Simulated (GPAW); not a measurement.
# A 8-layer slab of Cu(100): work function by functional and basis, part 2 of 2

Wanted: work functions and dipole of a 8-layer slab of Cu(100), with the cost of each level.

GPAW 26.7.0; GPAW, PAW setups; slab in vacuum, relaxation (the session's first sound run).

So far, upper work function (eV): step 2 (relaxing the atoms, PBE, GPAW) 4.55; step 3 (the slab's potential, PBE, GPAW) 4.55; step 4 (self-consistent run: xc = "RPBE") 4.37; step 5 (self-consistent run: xc = "vdW-DF2", GPAW, PAW setups, GPAW) 4.91.

**6. OptPBE vdW: xc = "optPBE-vdW"**

The same geometry under optPBE-vdW, to see how far the functional moves the levels against the vacuum (the van der Waals functionals take revPBE setups).

run.py reads:

```python
import json
import numpy as np
from ase import Atoms
from gpaw import GPAW, PW

slab = Atoms(
    ['Cu', 'Cu', 'Cu', 'Cu', 'Cu', 'Cu', 'Cu', 'Cu'],
    positions=[
        [1.27633, 1.27633, 7.00000],
        [0.00000, 0.00000, 8.80500],
        [1.27633, 1.27633, 10.61000],
        [0.00000, 0.00000, 12.41500],
        [1.27633, 1.27633, 14.26386],
        [-0.00000, -0.00000, 16.10962],
        [1.27633, 1.27633, 17.95838],
        [-0.00000, -0.00000, 19.74887]],
    cell=[[2.55266, 0.0, 0.0], [0.0, 2.55266, 0.0], [0.0, 0.0, 26.635]],
    pbc=[True, True, False])

slab.calc = GPAW(mode=PW(400), xc='optPBE-vdW', kpts={'size': (12, 12, 1), 'gamma': True},
                 occupations={'name': 'fermi-dirac', 'width': 0.1}, nbands='160%',
                 convergence={'density': 1e-05}, maxiter=200,
                 poissonsolver={'dipolelayer': 'xy'},
                 symmetry={'tolerance': 1e-3}, txt='slab.txt')
result = {}
energy = slab.get_potential_energy()
fermi = slab.calc.get_fermi_level()
v = slab.calc.get_electrostatic_potential().mean((0, 1)) - fermi
n = slab.calc.get_pseudo_density().mean((0, 1))
L = slab.cell[2, 2]
z = np.arange(len(v)) * L / len(v)
low, high = slab.positions[:, 2].min(), slab.positions[:, 2].max()
below, above = np.interp([low - 4.8, high + 4.8], z, v)
slopes = [np.interp(x, z, np.gradient(v, z)) for x in (low - 4.8, high + 4.8)]
eps = np.array([[slab.calc.get_eigenvalues(k, s) for k in range(len(slab.calc.get_ibz_k_points()))]
                for s in range(slab.calc.get_number_of_spins())]) - fermi
top, bottom = eps[eps < 0].max(), eps[eps > 0].min()
dipole = slab.get_dipole_moment()[2]
print(f'energy {energy:.4f} eV, Fermi level {fermi:.4f} eV, dipole {dipole:.5f} e A')
print(f'potential 4.8 A off the faces, from the Fermi level: lower {below:.4f} eV, upper {above:.4f} eV')
print(f'slope of the potential there: lower {slopes[0]:.5f}, upper {slopes[1]:.5f} eV/A')
print(f'nearest levels on the mesh: {top:.4f} and {bottom:.4f} eV')
print('magnetic moment', round(slab.get_magnetic_moment(), 3))
result.update(energy=energy, fermi=fermi, dipole=dipole, below=below, above=above, slopes=slopes, edges=[top, bottom],
              z=z.tolist(), v=v.tolist(), n=n.tolist(), positions=slab.positions.tolist(),
              forces=slab.get_forces(apply_constraint=False).tolist(), moments=slab.get_magnetic_moments().tolist())
json.dump(result, open('result.json', 'w'))
```

Started as:

```sh
$ OMP_NUM_THREADS=1 OPENBLAS_NUM_THREADS=1 python run.py
```

The program printed:

```text
energy -112.3075 eV, Fermi level 2.2886 eV, dipole 0.00050 e A
potential 4.8 A off the faces, from the Fermi level: lower 4.7243 eV, upper 4.7096 eV
slope of the potential there: lower -0.00109, upper 0.00089 eV/A
nearest levels on the mesh: -0.0267 and 0.0151 eV
magnetic moment 0.0
```

Wall time 4.4 min (1 thread of Intel Xeon at 2.80GHz (Skylake/Cascade Lake), shared host); peak memory 0.38 GiB.

This step gave:

* dipole along the normal: 5.05e-4 e·Å
* levels nearest the Fermi level on the mesh: -0.02666, 0.01506 eV from the Fermi level
* upper work function: 4.710 eV
* lower work function: 4.724 eV

The electrostatic potential energy of an electron (without an applied field's), less the Fermi level, planar mean oscillates, so the rows of the table below give means over windows of 1.81 Å about each position, cut where the curve ends. Its maxima inside the range that stand out by 2 % of the span (Å: eV): 7.9: -1.67, 9.7: -1.75, 11.5: -1.72, 13.3: -1.35, 15.2: -1.41, 17.0: -1.35, 18.9: -1.79. Its minima: 7.0: -15.7, 8.8: -16.0, 10.7: -15.9, 12.5: -15.9, 14.3: -16.0, 16.1: -16.0, 18.0: -16.0, 19.7: -15.7.

Table of electrostatic potential energy of an electron (without an applied field's), less the Fermi level, planar mean by z; means over each step:

| z (Å) | electrostatic potential energy of an electron (without an applied field's), less the Fermi level, planar mean (eV) |
| --- | --- |
| 0.91 | 4.72 |
| 2.71 | 4.72 |
| 4.52 | 4.55 |
| 6.33 | -4.49 |
| 8.14 | -8.09 |
| 9.95 | -8.13 |
| 11.76 | -8.11 |
| 13.57 | -7.71 |
| 15.38 | -7.71 |
| 17.20 | -7.71 |
| 19.00 | -8.16 |
| 20.81 | -0.292 |
| 22.62 | 4.64 |
| 24.43 | 4.71 |
| 26.24 | 4.71 |

The upper face's work function is 4.710 eV, against 4.554 eV in the first plane-wave PBE run at this geometry.

**7. Self-consistent run: xc = "LDA"**

The same geometry under LDA, to see how far the functional moves the levels against the vacuum.

Changes to run.py since step 6:

```diff
@@ -19,3 +19,3 @@
 
-slab.calc = GPAW(mode=PW(400), xc='optPBE-vdW', kpts={'size': (12, 12, 1), 'gamma': True},
+slab.calc = GPAW(mode=PW(400), xc='LDA', kpts={'size': (12, 12, 1), 'gamma': True},
                  occupations={'name': 'fermi-dirac', 'width': 0.1}, nbands='160%',
```

The program printed:

```text
energy -34.3988 eV, Fermi level 1.9267 eV, dipole 0.00054 e A
potential 4.8 A off the faces, from the Fermi level: lower 4.9312 eV, upper 4.9154 eV
slope of the potential there: lower -0.00056, upper 0.00047 eV/A
nearest levels on the mesh: -0.0053 and 0.0209 eV
magnetic moment 0.0
```

Elapsed: 4.5 min, on 1 thread; peak memory 0.29 GiB.

This step gave:

```yaml
dipole_along_the_normal: 5.44e-4 e·Å
levels_nearest_the_fermi_level_on_the_mesh: -0.005348, 0.02094 eV from the Fermi level
upper_work_function: 4.915 eV
lower_work_function: 4.931 eV
```

The upper face's work function is 4.915 eV, against 4.554 eV in the first plane-wave PBE run at this geometry.

**8. Self-consistent run: xc = "revPBE"**

The same geometry under revPBE, to see how far the functional moves the levels against the vacuum.

Changes to run.py since step 7:

```diff
@@ -19,3 +19,3 @@
 
-slab.calc = GPAW(mode=PW(400), xc='LDA', kpts={'size': (12, 12, 1), 'gamma': True},
+slab.calc = GPAW(mode=PW(400), xc='revPBE', kpts={'size': (12, 12, 1), 'gamma': True},
                  occupations={'name': 'fermi-dirac', 'width': 0.1}, nbands='160%',
```

The program printed:

```text
energy -24.0530 eV, Fermi level 2.4628 eV, dipole 0.00055 e A
potential 4.8 A off the faces, from the Fermi level: lower 4.4138 eV, upper 4.3975 eV
slope of the potential there: lower -0.00085, upper 0.00072 eV/A
nearest levels on the mesh: -0.0191 and 0.0007 eV
magnetic moment 0.0
```

Wall time 5.3 min (1 thread); peak memory 0.29 GiB.

Numbers from this step:

```
dipole along the normal                    : 5.54e-4 e·Å
levels nearest the Fermi level on the mesh : -0.01911, 7.43e-4 eV from the Fermi level
upper work function                        : 4.397 eV
lower work function                        : 4.414 eV
```

The electrostatic potential energy of an electron (without an applied field's), less the Fermi level, planar mean oscillates, so the rows of the table below give means over windows of 1.81 Å about each position, cut where the curve ends. Its maxima inside the range that stand out by 2 % of the span (Å: eV): 7.9: -1.68, 9.7: -1.77, 11.5: -1.75, 13.3: -1.37, 15.2: -1.43, 17.0: -1.37, 18.9: -1.80. Its minima: 7.0: -15.9, 8.8: -16.1, 10.7: -16.0, 12.5: -16.0, 14.3: -16.1, 16.1: -16.1, 18.0: -16.1, 19.7: -15.9.

Electrostatic potential energy of an electron (without an applied field's), less the Fermi level, planar mean against z; means over each step:

| z (Å) | electrostatic potential energy of an electron (without an applied field's), less the Fermi level, planar mean (eV) |
| --- | --- |
| 0.91 | 4.41 |
| 2.71 | 4.41 |
| 4.52 | 4.27 |
| 6.33 | -4.64 |
| 8.14 | -8.15 |
| 9.95 | -8.20 |
| 11.76 | -8.18 |
| 13.57 | -7.78 |
| 15.38 | -7.78 |
| 17.20 | -7.78 |
| 19.00 | -8.23 |
| 20.81 | -0.469 |
| 22.62 | 4.35 |
| 24.43 | 4.40 |
| 26.24 | 4.40 |

The upper face's work function is 4.397 eV, against 4.554 eV in the first plane-wave PBE run at this geometry.

**9. Real-space grid: mode = "fd"**

A real-space grid is a second complete basis, so it checks the plane-wave result.

Changes to run.py since step 8:

```diff
@@ -3,3 +3,3 @@
 from ase import Atoms
-from gpaw import GPAW, PW
+from gpaw import GPAW
 
@@ -19,3 +19,3 @@
 
-slab.calc = GPAW(mode=PW(400), xc='revPBE', kpts={'size': (12, 12, 1), 'gamma': True},
+slab.calc = GPAW(mode='fd', h=0.18, xc='PBE', kpts={'size': (12, 12, 1), 'gamma': True},
                  occupations={'name': 'fermi-dirac', 'width': 0.1}, nbands='160%',
```

The program printed:

```text
energy -28.7629 eV, Fermi level -4.5521 eV, dipole 0.00055 e A
potential 4.8 A off the faces, from the Fermi level: lower 4.5596 eV, upper 4.5443 eV
slope of the potential there: lower -0.00047, upper 0.00041 eV/A
nearest levels on the mesh: -0.0007 and 0.0086 eV
magnetic moment 0.0
```

Wall time 47 min (1 thread); peak memory 1.9 GiB.

This step gave:

| Quantity | Value |
| --- | --- |
| dipole along the normal | 5.48e-4 e·Å |
| levels nearest the Fermi level on the mesh | -6.94e-4, 0.008595 eV from the Fermi level |
| upper work function | 4.544 eV |
| lower work function | 4.560 eV |

The electrostatic potential energy of an electron (without an applied field's), less the Fermi level, planar mean oscillates, so the rows of the table below give means over windows of 1.8 Å about each position, cut where the curve ends. Its maxima inside the range that stand out by 2 % of the span (Å: eV): 7.9: -1.57, 9.7: -1.65, 11.5: -1.63, 13.3: -1.25, 15.2: -1.26, 17.0: -1.27, 18.9: -1.71. Its minima: 7.0: -15.8, 8.8: -16.1, 10.6: -16.1, 12.4: -16.1, 14.3: -15.9, 16.1: -16.0, 18.0: -16.0, 19.7: -15.7.

Table of electrostatic potential energy of an electron (without an applied field's), less the Fermi level, planar mean by z; means over each step:

| z (Å) | electrostatic potential energy of an electron (without an applied field's), less the Fermi level, planar mean (eV) |
| --- | --- |
| 0.90 | 4.56 |
| 2.70 | 4.56 |
| 4.50 | 4.43 |
| 6.30 | -4.20 |
| 8.10 | -8.00 |
| 9.90 | -8.07 |
| 11.70 | -8.04 |
| 13.50 | -7.60 |
| 15.30 | -7.60 |
| 17.10 | -7.59 |
| 18.90 | -8.11 |
| 20.70 | -1.53 |
| 22.50 | 4.47 |
| 24.30 | 4.54 |
| 26.10 | 4.54 |

The upper face's work function is 4.544 eV, against 4.554 eV in the first plane-wave PBE run at this geometry.

**10. Atomic orbitals: mode = "lcao"**

Atom-centred orbitals end a few angstrom from the surface, which tests how much the density's tail matters.

Changes to run.py since step 9:

```diff
@@ -19,4 +19,4 @@
 
-slab.calc = GPAW(mode='fd', h=0.18, xc='PBE', kpts={'size': (12, 12, 1), 'gamma': True},
-                 occupations={'name': 'fermi-dirac', 'width': 0.1}, nbands='160%',
+slab.calc = GPAW(mode='lcao', basis='dzp', h=0.18, xc='PBE', kpts={'size': (12, 12, 1), 'gamma': True},
+                 occupations={'name': 'fermi-dirac', 'width': 0.1}, nbands='120%',
                  convergence={'density': 1e-05}, maxiter=200,
```

The program printed:

```text
energy -26.4062 eV, Fermi level -4.2050 eV, dipole 0.00042 e A
potential 4.8 A off the faces, from the Fermi level: lower 4.2109 eV, upper 4.1991 eV
slope of the potential there: lower -0.00000, upper -0.00000 eV/A
nearest levels on the mesh: -0.0229 and 0.0056 eV
magnetic moment 0.0
```

Run time: 35 min. Hardware: 1 thread; peak memory 0.41 GiB.

Numbers from this step:

* dipole along the normal: 4.25e-4 e·Å
* levels nearest the Fermi level on the mesh: -0.02288, 0.005605 eV from the Fermi level
* upper work function: 4.199 eV
* lower work function: 4.211 eV

The electrostatic potential energy of an electron (without an applied field's), less the Fermi level, planar mean by z:

| z (Å) | electrostatic potential energy of an electron (without an applied field's), less the Fermi level, planar mean (eV) |
| --- | --- |
| 0.0 | 4.21 |
| 0.5 | 4.21 |
| 1.0 | 4.21 |
| 1.5 | 4.21 |
| 2.0 | 4.21 |
| 2.5 | 4.21 |
| 3.0 | 4.21 |
| 3.5 | 4.21 |
| 4.0 | 4.21 |
| 4.5 | 4.18 |
| 5.0 | 4.04 |
| 5.5 | 3.50 |
| 6.0 | 1.53 |
| 6.5 | -5.73 |
| 7.0 | -15.9 |
| 7.5 | -6.14 |
| 8.0 | -2.03 |
| 8.5 | -11.2 |
| 9.0 | -13.9 |
| 9.5 | -3.01 |
| 10.0 | -4.15 |
| 10.5 | -15.3 |
| 11.0 | -8.95 |
| 11.5 | -1.78 |
| 12.0 | -8.29 |
| 12.5 | -15.6 |
| 13.0 | -4.44 |
| 13.5 | -2.02 |
| 14.0 | -12.1 |
| 14.5 | -12.8 |
| 15.0 | -2.32 |
| 15.5 | -3.99 |
| 16.0 | -15.3 |
| 16.5 | -8.86 |
| 17.0 | -1.42 |
| 17.5 | -7.19 |
| 18.0 | -16.1 |
| 18.5 | -5.51 |
| 19.0 | -2.43 |
| 19.5 | -12.4 |
| 20.0 | -12.3 |
| 20.5 | -0.977 |
| 21.0 | 2.81 |
| 21.5 | 3.84 |
| 22.0 | 4.12 |
| 22.5 | 4.19 |
| 23.0 | 4.20 |
| 23.5 | 4.20 |
| 24.0 | 4.20 |
| 24.5 | 4.20 |
| 25.0 | 4.20 |
| 25.5 | 4.20 |
| 26.0 | 4.20 |
| 26.5 | 4.20 |

The upper face's work function is 4.199 eV, against 4.554 eV in the first plane-wave PBE run at this geometry.

**11. Cost and result by level**

Times are for 1 thread of Intel Xeon at 2.80GHz (Skylake/Cascade Lake), shared host. The series side by side:

| no. | run | upper work function (eV) | lower work function (eV) | time | memory (GiB) |
| --- | --- | --- | --- | --- | --- |
| 1 | pw | 4.554 | 4.569 | 4 min | 0.29 |
| 2 | RPBE | 4.373 | 4.389 | 3.8 min | 0.29 |
| 3 | vdW DF2 | 4.914 | 4.929 | 4.9 min | 0.38 |
| 4 | optPBE vdW | 4.710 | 4.724 | 4.4 min | 0.38 |
| 5 | LDA | 4.915 | 4.931 | 4.5 min | 0.29 |
| 6 | revPBE | 4.397 | 4.414 | 5.3 min | 0.29 |
| 7 | fd | 4.544 | 4.560 | 47 min | 1.9 |
| 8 | lcao | 4.199 | 4.211 | 35 min | 0.41 |

**12. Side by side**

Results and costs are gathered.

This step: comparison of work functions, dipole and cost (GPAW 26.7.0).

Ladder, by row:

| step | code | work function, upper (eV) | work function, lower (eV) | dipole (e Å) | wall time (s) | peak memory (GiB) | threads |
| --- | --- | --- | --- | --- | --- | --- | --- |
| pw | GPAW | 4.554 | 4.569 | 4.90e-4 | 238.1 | 0.29 | 1 |
| RPBE | GPAW | 4.373 | 4.389 | 5.18e-4 | 230.1 | 0.29 | 1 |
| vdW-DF2 | GPAW | 4.914 | 4.929 | 5.29e-4 | 296 | 0.38 | 1 |
| optPBE-vdW | GPAW | 4.71 | 4.724 | 5.05e-4 | 262.9 | 0.38 | 1 |
| LDA | GPAW | 4.915 | 4.931 | 5.44e-4 | 267.1 | 0.29 | 1 |
| revPBE | GPAW | 4.397 | 4.414 | 5.54e-4 | 318.9 | 0.29 | 1 |
| fd | GPAW | 4.544 | 4.56 | 5.48e-4 | 2838 | 1.85 | 1 |
| lcao | GPAW | 4.199 | 4.211 | 4.25e-4 | 2126 | 0.41 | 1 |

**13. A changed run**

One more run, with changed settings.

This step: GPAW, PAW setups; slab in vacuum (GPAW 26.7.0).

Changes to run.py since step 10:

```diff
@@ -3,3 +3,3 @@
 from ase import Atoms
-from gpaw import GPAW
+from gpaw import GPAW, PW
 
@@ -19,5 +19,5 @@
 
-slab.calc = GPAW(mode='lcao', basis='dzp', h=0.18, xc='PBE', kpts={'size': (12, 12, 1), 'gamma': True},
-                 occupations={'name': 'fermi-dirac', 'width': 0.1}, nbands='120%',
-                 convergence={'density': 1e-05}, maxiter=200,
+slab.calc = GPAW(mode=PW(400), xc='PBE', kpts={'size': (12, 12, 1), 'gamma': True},
+                 occupations={'name': 'fermi-dirac', 'width': 0.1}, nbands='160%',
+                 convergence={'density': 1e-05}, maxiter=6,
                  poissonsolver={'dipolelayer': 'xy'},
```

The program printed:

```text
gpaw.KohnShamConvergenceError
```

Elapsed: 54 s, on 1 thread; peak memory 0.29 GiB.

The run stopped without converging, so none of its numbers is a property of the system.

The fault put into the input: too few SCF iterations (maxiter = 6).

**14. Summary of results**

| Item | Value |
| --- | --- |
| work function, upper and lower face | 4.554 and 4.569 eV |
| dipole along the normal | 4.9e-4 e Å |

With plane waves and PBE the work function is 4.55 eV on the upper face and 4.57 eV on the lower. The measured value for this face is 4.73 eV (as compiled in "Anisotropic work function of elemental crystals", 2019, arxiv:1902.07811); the relaxed upper face lies 0.18 eV under it with PBE, and optPBE-vdW comes nearest (4.71 eV). Measured work functions scatter by a tenth of an eV or more between methods. Over the sound runs of the table the upper face's work function spans 4.199 (lcao) to 4.915 eV (LDA). Atomic orbitals miss the plane-wave value by -0.35 eV, since they describe the tail of the density in the vacuum poorly. The small printed dipole stands for a step of -14 meV from the lower to the upper face, and the probes find -15 meV; values this small are near the numerical noise of both. The in-plane lattice was kept as typed, which isn't the functional's own and leaves some strain; spin-orbit coupling and temperature are left out.

[Logs are printed without paths, hosts, clocks, repeated set-up lines and the standing remarks that a program may print on its own settings, such as how far it seeks lower states.]

[Hosts, paths, dates, database ids (printed as entryN), source tags and the programs' standing remarks are cut or masked in the printed files.]
